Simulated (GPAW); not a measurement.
# Ballistic transport through 1,4-phenylene between two Al chains, from relaxation to T(E)

How well does 1,4-phenylene between two Al chains conduct once its atoms have relaxed, and how much do cheaper levels lose?

Program: GPAW 26.7.0. Level of theory: GPAW LCAO, PAW setups; relaxation of the junction within the symmetry of its start, lead ends held, in the first sound run; inputs show where later runs differ. Results are calculated unless marked as measured.

Report form: the programs' logs are mostly left out.

## Step 1: Starting point

The cell holds 24 atoms: 14 Al, 6 C and 4 H. Its edges and angles: a = 10.798 Å, b = 9.000 Å, c = 37.810 Å, α = 90.0°, β = 90.0°, γ = 90.0°. Regions: left lead, 7 atoms (7 Al); channel, 10 atoms (6 C and 4 H); right lead, 7 atoms (7 Al). Vacuum lies along a and b. The structure is stacked along c, and the current runs across the ab planes.

## Step 2: Relaxation

Transmission follows bond lengths closely, so the atoms between the held lead ends are relaxed first, within whatever symmetry the start has.

The input, run.py:

```python
import json
from ase import Atoms
from ase.constraints import FixAtoms
from ase.optimize import BFGS
from gpaw import GPAW, FermiDirac

device = Atoms(
    ['Al', 'Al', 'Al', 'Al', 'Al', 'Al', 'Al', 'C', 'H', 'H', 'C', 'C', 'C', 'C', 'H', 'H', 'C', 'Al', 'Al', 'Al', 'Al', 'Al', 'Al', 'Al'],
    positions=[
        [5.39909, 4.50000, 1.20000],
        [5.39909, 4.50000, 3.60000],
        [5.39909, 4.50000, 6.00000],
        [5.39909, 4.50000, 8.40000],
        [5.39909, 4.50000, 10.80000],
        [5.39909, 4.50000, 13.20000],
        [5.39909, 4.50000, 15.60000],
        [5.39909, 4.50000, 17.51000],
        [7.54818, 4.50000, 17.66405],
        [3.25000, 4.50000, 17.66405],
        [6.60705, 4.50000, 18.20741],
        [4.19114, 4.50000, 18.20741],
        [6.60705, 4.50000, 19.60224],
        [4.19114, 4.50000, 19.60224],
        [7.54818, 4.50000, 20.14560],
        [3.25000, 4.50000, 20.14560],
        [5.39909, 4.50000, 20.29965],
        [5.39909, 4.50000, 22.20965],
        [5.39909, 4.50000, 24.60965],
        [5.39909, 4.50000, 27.00965],
        [5.39909, 4.50000, 29.40965],
        [5.39909, 4.50000, 31.80965],
        [5.39909, 4.50000, 34.20965],
        [5.39909, 4.50000, 36.60965]],
    cell=[[10.79818, 0.0, 0.0], [0.0, 9.0, 0.0], [0.0, 0.0, 37.80965]],
    pbc=True)

device.set_constraint(FixAtoms([0, 1, 2, 3, 4, 5, 18, 19, 20, 21, 22, 23]))
device.calc = GPAW(mode='lcao', basis='dzp', xc='PBE', h=0.18,
                   kpts={'size': (1, 1, 2), 'gamma': True},
                   symmetry={'tolerance': 1e-3, 'extra_ids': [1, 1, 1, 1, 1, 1, 0, 0, 0, 0, 0, 0, 0, 0, 0, 0, 0, 0, 1, 1, 1, 1, 1, 1]},
                   occupations=FermiDirac(0.1), maxiter=250,
                   mixer=dict(beta=0.1, nmaxold=8, weight=100.0),
                   convergence=dict(density=0.0001), txt='relax.txt')
path = []
opt = BFGS(device, maxstep=0.15)
opt.attach(lambda: path.append((device.get_potential_energy(), device.positions.tolist(), device.get_forces().tolist())))
relaxed = bool(opt.run(fmax=0.05, steps=50))
json.dump(dict(relaxed=relaxed, path=path, positions=device.positions.tolist(), moments=device.get_magnetic_moments().tolist(),
               forces=device.get_forces(apply_constraint=False).tolist()), open('result.json', 'w'))
```

Started as:

```sh
$ OMP_NUM_THREADS=1 OPENBLAS_NUM_THREADS=1 python run.py
```

It took 8.7 min on 1 thread of Arm Neoverse V1, shared host; peak memory 1.8 GiB.

Step by step:

```tsv
step	energy less that of the first step (eV)	largest force (eV/Å)
1	0.0000	1.1919
2	-0.0698	0.8677
3	-0.1232	0.4216
4	-0.1429	0.1133
5	-0.1439	0.0767
6	-0.1447	0.0632
7	-0.1454	0.0678
8	-0.1461	0.0544
9	-0.1463	0.0284
```

The atoms that moved most (Å):

```tsv
atom	dx	dy	dz	length
H10	-0.046	0.000	-0.001	0.046
H16	-0.046	0.000	0.001	0.046
H9	0.046	0.000	-0.001	0.046
H15	0.046	0.000	0.001	0.046
Al7	0.000	0.000	-0.045	0.045
Al18	0.000	0.000	0.045	0.045
C8	0.000	0.000	-0.031	0.031
C17	0.000	0.000	0.031	0.031
```

The relaxation lowered the energy of the cell by 0.146 eV (energies extrapolated to zero smearing; the optimiser's log prints free energies). The largest force left on a free atom is 0.028 eV/Å.

## Step 3: GPAW, dzp

Localised orbitals split the wire into layers that couple to their neighbours alone, which is what the Green's function method needs; double zeta with polarisation is the usual level for numbers.

This step: GPAW LCAO, PAW setups; Landauer transmission from Green's functions with principal layers (ASE), zero bias (GPAW 26.7.0).

The input, run.py:

```python
import json
import numpy as np
from ase import Atoms
from ase.transport.calculators import TransportCalculator
from gpaw import GPAW, FermiDirac
from gpaw.lcao.tools import get_lcao_hamiltonian
from scipy.linalg import eigh

# The junction with lead layers at both ends, along the third cell vector
device = Atoms(
    ['Al', 'Al', 'Al', 'Al', 'Al', 'Al', 'Al', 'C', 'H', 'H', 'C', 'C', 'C', 'C', 'H', 'H', 'C', 'Al', 'Al', 'Al', 'Al', 'Al', 'Al', 'Al'],
    positions=[
        [5.39909, 4.50000, 1.20000],
        [5.39909, 4.50000, 3.60000],
        [5.39909, 4.50000, 6.00000],
        [5.39909, 4.50000, 8.40000],
        [5.39909, 4.50000, 10.80000],
        [5.39909, 4.50000, 13.20000],
        [5.39909, 4.50000, 15.55505],
        [5.39909, 4.50000, 17.47907],
        [7.59400, 4.50000, 17.66349],
        [3.20418, 4.50000, 17.66349],
        [6.62467, 4.50000, 18.20534],
        [4.17352, 4.50000, 18.20534],
        [6.62467, 4.50000, 19.60431],
        [4.17352, 4.50000, 19.60431],
        [7.59400, 4.50000, 20.14616],
        [3.20418, 4.50000, 20.14616],
        [5.39909, 4.50000, 20.33058],
        [5.39909, 4.50000, 22.25460],
        [5.39909, 4.50000, 24.60965],
        [5.39909, 4.50000, 27.00965],
        [5.39909, 4.50000, 29.40965],
        [5.39909, 4.50000, 31.80965],
        [5.39909, 4.50000, 34.20965],
        [5.39909, 4.50000, 36.60965]],
    cell=[[10.79818, 0.0, 0.0], [0.0, 9.0, 0.0], [0.0, 0.0, 37.80965]],
    pbc=True)

# One principal layer of the lead: the first 4 atoms of the device
lead = Atoms(
    ['Al', 'Al', 'Al', 'Al'],
    positions=[
        [5.39909, 4.50000, 1.20000],
        [5.39909, 4.50000, 3.60000],
        [5.39909, 4.50000, 6.00000],
        [5.39909, 4.50000, 8.40000]],
    cell=[[10.79818, 0.0, 0.0], [0.0, 9.0, 0.0], [0.0, 0.0, 9.6]],
    pbc=True)

settings = dict(mode='lcao', basis='dzp', xc='PBE', h=0.2,
                occupations=FermiDirac(0.1), maxiter=250,
                mixer=dict(beta=0.1, nmaxold=8, weight=100.0),
                convergence=dict(density=0.0001))
energies = np.arange(-2, 2 + 1e-9, 0.025)
eta = 0.0001
n1, n2 = 1, 1
# k and -k transmit alike, so half of the mesh across the current serves
mesh = [(i, j) for i in range(n1) for j in range(n2) if (i, j) <= (-i % n1, -j % n2)]
weights = np.array([1 if (i, j) == (-i % n1, -j % n2) else 2 for i, j in mesh]) / (n1 * n2)

# [... helper functions left out ...]
fermi_lead = ground_state(lead, (1, 1, 12), 'lead.txt')
fermi_device = ground_state(device, (1, 1, 2), 'device.txt')
# [... loop over the mesh left out, but for ...]
        # Shift the lead onto the potential of the device's first layer
        shift = ((H[:, 0, 0] - H0[:, 0, 0]) / S0[0, 0]).real.mean()
# [...]
kT = 8.617333e-5 * 300
bias = [0.1, 0.2, 0.5, 1.0, 1.5, 2.0]
# [... integrals and printing left out ...]
```

Run time: 88 s. Hardware: 1 thread; peak memory 1.4 GiB.

This step gave:

- conductance: 0.6304 G₀
- largest coupling past the next principal layer: 1.11e-15 eV
- largest misfit of the first principal layer: 0.03450 eV
- shift that aligns the lead: -0.004950 eV
- basis functions of the junction: 280
- basis functions of a principal layer: 52
- transmission at the Fermi level (one spin): 0.6387
- open channels of the lead at the Fermi level (one spin): 2

One spin. Table of transmission, zone mean by energy, zero at the Fermi level:

energy (eV), transmission, zone mean and a bar:
```
   -2.000       0.02 #
   -1.900       0.01 
   -1.800       0.01 
   -1.700       0.01 
   -1.600       0.00 
   -1.500       0.00 
   -1.400       0.00 
   -1.300       0.00 
   -1.200       0.00 
   -1.100       0.00 
   -1.000       0.00 
   -0.900       0.00 
   -0.800       0.00 
   -0.700       0.00 
   -0.600       0.00 
   -0.500       0.00 
   -0.400       0.02 
   -0.300       0.38 ###########
   -0.200       0.49 ##############
   -0.100       0.60 #################
    0.000       0.64 ##################
    0.100       0.61 #################
    0.200       0.55 ################
    0.300       0.50 ##############
    0.400       0.47 #############
    0.500       0.47 #############
    0.600       0.48 ##############
    0.700       0.51 ###############
    0.800       0.55 ################
    0.900       0.60 #################
    1.000       0.68 ###################
    1.100       0.75 #####################
    1.200       0.82 #######################
    1.300       0.89 #########################
    1.400       0.96 ###########################
    1.500       1.01 #############################
    1.600       1.04 ##############################
    1.700       1.05 ##############################
    1.725       1.05 ##############################
    1.800       1.05 ##############################
    1.900       1.03 #############################
    2.000       1.00 ############################
```

Crossings of the lead's bands, unfolded to its shortest repeat. The open channels, zone mean by energy, zero at the Fermi level:

energy (eV), open channels, zone mean and a bar:
```
   -2.000       1.00 ##########
   -1.900       1.00 ##########
   -1.800       1.00 ##########
   -1.700       1.00 ##########
   -1.600       1.00 ##########
   -1.500       1.00 ##########
   -1.400       1.00 ##########
   -1.300       0.00 
   -1.200       0.00 
   -1.100       0.00 
   -1.000       0.00 
   -0.900       0.00 
   -0.800       0.00 
   -0.700       0.00 
   -0.600       0.00 
   -0.500       0.00 
   -0.400       2.00 ####################
   -0.300       2.00 ####################
   -0.200       2.00 ####################
   -0.100       2.00 ####################
    0.000       2.00 ####################
    0.100       2.00 ####################
    0.200       2.00 ####################
    0.300       2.00 ####################
    0.400       2.00 ####################
    0.500       2.00 ####################
    0.600       2.00 ####################
    0.700       2.00 ####################
    0.800       2.00 ####################
    0.900       2.00 ####################
    1.000       3.00 ##############################
    1.100       3.00 ##############################
    1.200       3.00 ##############################
    1.300       3.00 ##############################
    1.400       3.00 ##############################
    1.500       3.00 ##############################
    1.600       3.00 ##############################
    1.700       3.00 ##############################
    1.800       3.00 ##############################
    1.900       3.00 ##############################
    2.000       3.00 ##############################
```

Not self-consistent under bias; the bias window is split evenly. Table of current through one cell, from the zero-bias transmission by bias:

```tsv
bias (V)	current through one cell, from the zero-bias transmission (μA)
0.100	4.86
0.200	9.59
0.500	22.1
1.000	35.1
1.500	44.7
2.000	56.2
```

Transmission of the three most open eigenchannels against energy, zero at the Fermi level:

```tsv
energy (eV)	channel 1	channel 2	channel 3
-2.000	0.0188	0	0
-1.800	0.00928	0	0
-1.600	0.00383	0	0
-1.400	8.6e-4	0	0
-1.200	2.7e-12	0	0
-1.000	0	0	0
-0.800	0	0	0
-0.600	0	0	0
-0.400	0.0154	0.00102	0
-0.200	0.468	0.0232	0
0.000	0.609	0.0293	0
0.200	0.528	0.0201	0
0.400	0.460	0.0143	0
0.600	0.471	0.0124	0
0.800	0.540	0.0122	1.6e-11
1.000	0.647	0.0191	0.0126
1.200	0.779	0.0312	0.0135
1.400	0.906	0.0350	0.0146
1.600	0.986	0.0377	0.0160
1.800	0.992	0.0404	0.0176
2.000	0.935	0.0434	0.0193
```

Couplings past the next layer reach 1.1e-15 eV, small enough to drop; the matrix elements of the cell's first layer differ from the bulk lead's by up to 0.035 eV. That layer keeps its own values in the calculation, and only beyond it is the lead taken as perfect. The Fermi levels of lead and junction count from different zeros of potential, one for each periodic cell; with both set to zero, the small remaining shift is what aligns them. By hand: G = 0.6304 × 77.48 μS = 48.8 μS, a resistance of 20.5 kΩ; at 0.1 V a linear junction would pass 4.88 μA, and the integral over the bias window gives 4.86 μA.

## Step 4: GPAW, szp: basis = "szp(dzp)"

The second zeta is dropped, the polarisation orbitals stay.

run.py: that of step 3 with these lines changed.

```diff
@@ -50,3 +50,3 @@
 
-settings = dict(mode='lcao', basis='dzp', xc='PBE', h=0.2,
+settings = dict(mode='lcao', basis='szp(dzp)', xc='PBE', h=0.2,
                 occupations=FermiDirac(0.1), maxiter=250,
```

Elapsed: 67 s, on 1 thread; peak memory 1.3 GiB.

This step gave:

```yaml
conductance: 0.6697 G₀
thermopower: -1.627 μV/K
largest_coupling_past_the_next_principal_layer: 1.13e-15 eV
largest_misfit_of_the_first_principal_layer: 0.03429 eV
shift_that_aligns_the_lead: -0.005409 eV
basis_functions_of_the_junction: 196
basis_functions_of_a_principal_layer: 36
transmission_at_the_fermi_level_one_spin: 0.6786
```

One spin. Transmission, zone mean against energy, zero at the Fermi level:

```tsv
energy (eV)	transmission, zone mean
-2.000	0.00221
-1.800	9.3e-4
-1.600	2.8e-4
-1.400	4.5e-6
-1.200	0
-1.000	0
-0.800	0
-0.600	0
-0.400	5.1e-10
-0.200	0.496
0.000	0.679
0.200	0.610
0.400	0.571
0.600	0.629
0.800	0.766
1.000	0.923
1.200	1.02
1.300	1.04
1.400	1.02
1.600	0.945
1.800	0.838
2.000	0.736
```

Crossings of the lead's bands, unfolded to its shortest repeat. Table of open channels, zone mean by energy, zero at the Fermi level:

```tsv
energy (eV)	open channels, zone mean
-2.000	1
-1.800	1
-1.600	1
-1.400	1
-1.200	0
-1.000	0
-0.800	0
-0.600	0
-0.400	0
-0.200	2
0.000	2
0.200	2
0.400	2
0.600	2
0.800	3
1.000	3
1.200	3
1.400	3
1.600	3
1.800	3
2.000	3
```

Not self-consistent under bias; the bias window is split evenly. Current through one cell, from the zero-bias transmission against bias:

```tsv
bias (V)	current through one cell, from the zero-bias transmission (μA)
0.100	5.16
0.200	10.2
0.500	23.5
1.000	37.5
1.500	50.1
2.000	66.1
```

The transmission of the three most open eigenchannels by energy, zero at the Fermi level:

```tsv
energy (eV)	channel 1	channel 2	channel 3
-2.000	0.00221	0	0
-1.800	9.3e-4	0	0
-1.600	2.8e-4	0	0
-1.400	4.5e-6	0	0
-1.200	0	0	0
-1.000	0	0	0
-0.800	0	0	0
-0.600	0	0	0
-0.400	4.8e-10	3.1e-11	0
-0.200	0.475	0.0211	0
0.000	0.652	0.0268	0
0.200	0.592	0.0182	0
0.400	0.558	0.0131	0
0.600	0.617	0.0115	6.0e-12
0.800	0.743	0.0118	0.0115
1.000	0.889	0.0224	0.0121
1.200	0.986	0.0238	0.0131
1.400	0.985	0.0245	0.0145
1.600	0.904	0.0254	0.0161
1.800	0.793	0.0264	0.0179
2.000	0.688	0.0276	0.0198
```

The conductance, 0.670 G₀, lies 6.2 % above that of the dzp run.

## Step 5: Minimal basis

The minimal basis is the cheapest rung: no second zeta and no polarisation.

run.py: that of step 4 with these lines changed.

```diff
@@ -50,3 +50,3 @@
 
-settings = dict(mode='lcao', basis='szp(dzp)', xc='PBE', h=0.2,
+settings = dict(mode='lcao', basis='sz(dzp)', xc='PBE', h=0.2,
                 occupations=FermiDirac(0.1), maxiter=250,
```

Run time: 40 s. Hardware: 1 thread; peak memory 1.2 GiB.

Numbers from this step:

```
conductance                                    : 0.6819 G₀
largest coupling past the next principal layer : 8.25e-16 eV
largest misfit of the first principal layer    : 0.04284 eV
shift that aligns the lead                     : -0.006479 eV
basis functions of the junction                : 84
basis functions of a principal layer           : 16
transmission at the Fermi level (one spin)     : 0.6901
```

The conductance, 0.682 G₀, lies 8.2 % above that of the dzp run.

## Step 6: LDA in the dzp basis: xc = "LDA"

Back in the dzp basis, the functional changes from PBE to LDA, to set the spread between functionals beside that between bases.

run.py: that of step 5 with these lines changed.

```diff
@@ -50,3 +50,3 @@
 
-settings = dict(mode='lcao', basis='sz(dzp)', xc='PBE', h=0.2,
+settings = dict(mode='lcao', basis='dzp', xc='LDA', h=0.2,
                 occupations=FermiDirac(0.1), maxiter=250,
```

Elapsed: 74 s, on 1 thread; peak memory 1.4 GiB.

This step gave:

| Property | Result |
| --- | --- |
| conductance | 0.6634 G₀ |
| largest coupling past the next principal layer | 1.26e-15 eV |
| largest misfit of the first principal layer | 0.03291 eV |
| shift that aligns the lead | -0.004985 eV |
| basis functions of the junction | 280 |
| basis functions of a principal layer | 52 |
| transmission at the Fermi level (one spin) | 0.6717 |

The conductance, 0.663 G₀, lies 5.2 % above that of the dzp run.

## Step 7: Without the relaxation: geometry = "as built"

The dzp basis with PBE on the structure as first built shows what the relaxation was worth.

run.py: that of step 6 with these lines changed.

```diff
@@ -18,14 +18,14 @@
         [5.39909, 4.50000, 13.20000],
-        [5.39909, 4.50000, 15.55505],
-        [5.39909, 4.50000, 17.47907],
-        [7.59400, 4.50000, 17.66349],
-        [3.20418, 4.50000, 17.66349],
-        [6.62467, 4.50000, 18.20534],
-        [4.17352, 4.50000, 18.20534],
-        [6.62467, 4.50000, 19.60431],
-        [4.17352, 4.50000, 19.60431],
-        [7.59400, 4.50000, 20.14616],
-        [3.20418, 4.50000, 20.14616],
-        [5.39909, 4.50000, 20.33058],
-        [5.39909, 4.50000, 22.25460],
+        [5.39909, 4.50000, 15.60000],
+        [5.39909, 4.50000, 17.51000],
+        [7.54818, 4.50000, 17.66405],
+        [3.25000, 4.50000, 17.66405],
+        [6.60705, 4.50000, 18.20741],
+        [4.19114, 4.50000, 18.20741],
+        [6.60705, 4.50000, 19.60224],
+        [4.19114, 4.50000, 19.60224],
+        [7.54818, 4.50000, 20.14560],
+        [3.25000, 4.50000, 20.14560],
+        [5.39909, 4.50000, 20.29965],
+        [5.39909, 4.50000, 22.20965],
         [5.39909, 4.50000, 24.60965],
@@ -50,3 +50,3 @@
 
-settings = dict(mode='lcao', basis='dzp', xc='LDA', h=0.2,
+settings = dict(mode='lcao', basis='dzp', xc='PBE', h=0.2,
                 occupations=FermiDirac(0.1), maxiter=250,
```

Wall time 82 s (1 thread); peak memory 1.4 GiB.

Numbers from this step:

- conductance: 0.6120 G₀
- thermopower: -1.632 μV/K
- largest coupling past the next principal layer: 1.11e-15 eV
- largest misfit of the first principal layer: 0.03529 eV
- shift that aligns the lead: -0.005465 eV
- transmission at the Fermi level (one spin): 0.6205

One spin. Transmission, zone mean against energy, zero at the Fermi level:

```tsv
energy (eV)	transmission, zone mean
-2.000	0.0233
-1.900	0.0164
-1.800	0.0113
-1.700	0.00738
-1.600	0.00451
-1.500	0.00244
-1.400	9.7e-4
-1.300	4.2e-9
-1.200	3.3e-12
-1.100	0
-1.000	0
-0.900	0
-0.800	0
-0.700	0
-0.600	0
-0.500	0
-0.400	0.0201
-0.300	0.339
-0.200	0.453
-0.100	0.570
0.000	0.620
0.100	0.599
0.200	0.549
0.300	0.507
0.400	0.485
0.500	0.484
0.600	0.499
0.700	0.526
0.800	0.563
0.900	0.607
1.000	0.703
1.100	0.756
1.200	0.810
1.300	0.865
1.400	0.918
1.500	0.966
1.600	1.01
1.700	1.03
1.800	1.05
1.900	1.06
2.000	1.05
```

The conductance, 0.612 G₀, lies 2.9 % below that of the dzp run.

## Step 8: The ladder

Times are for 1 thread of Arm Neoverse V1, shared host. The series side by side:

```tsv
no.	run	conductance (G₀)	time	memory (GiB)
1	dzp	0.6304	88 s	1.4
2	szp	0.6697	67 s	1.3
3	sz	0.6819	40 s	1.2
4	dzp LDA	0.6634	74 s	1.4
5	asbuilt	0.6120	82 s	1.4
```

## Step 9: Comparison

The curves are compared point by point over the common energies.

This step: comparison of transmission and cost over codes, levels and geometry (GPAW 26.7.0).

[end of part 1 of 2]

[Logs are printed without paths, hosts, clocks, repeated set-up lines and the standing remarks that a program may print on its own settings, such as how far it seeks lower states.]

[Hosts, paths, dates, database ids (printed as entryN), source tags and the programs' standing remarks are cut or masked in the printed files.]
